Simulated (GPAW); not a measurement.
```cif
data_structure
_symmetry_space_group_name_H-M 'P 1'
_symmetry_Int_Tables_number 1
_cell_length_a 2.7341
_cell_length_b 2.7341
_cell_length_c 4.3197
_cell_angle_alpha 90.000
_cell_angle_beta 90.000
_cell_angle_gamma 120.000
_cell_volume 27.96
loop_
_atom_site_label
_atom_site_type_symbol
_atom_site_fract_x
_atom_site_fract_y
_atom_site_fract_z
_atom_site_occupancy
Os1 Os 0.66667 0.33333 0.75000 1
Os2 Os 0.33333 0.66667 0.25000 1
```

Question: What reflectivity and colour does GPAW, PBE, RPA, without spin-orbit coupling, line width 0.1 eV (Lorentzian), carrier damping 0.03 eV give for this metal?

Answer: Reflectivity along the first axis:

```
E (eV)  R (%)
  1.00   90.4
  1.25   78.1
  1.50   36.0
  1.75   34.9
  2.00   43.5
  2.25   50.7
  2.50   57.7
  2.75   61.1
  3.00   62.9
  3.25   62.4
  3.50   60.5
  3.75   60.5
  4.00   62.2
  4.25   66.3
  4.50   68.5
  4.75   68.0
  5.00   67.8
```

The colour is faintly blue: CIE x = 0.284, y = 0.302, luminous reflectivity 49 % under D65, from the mean over the axes. The mesh is 24×24×12, and the carriers' damping is typed.

[Logs are printed without paths, hosts, clocks, repeated set-up lines and the standing remarks that a program may print on its own settings, such as how far it seeks lower states.]
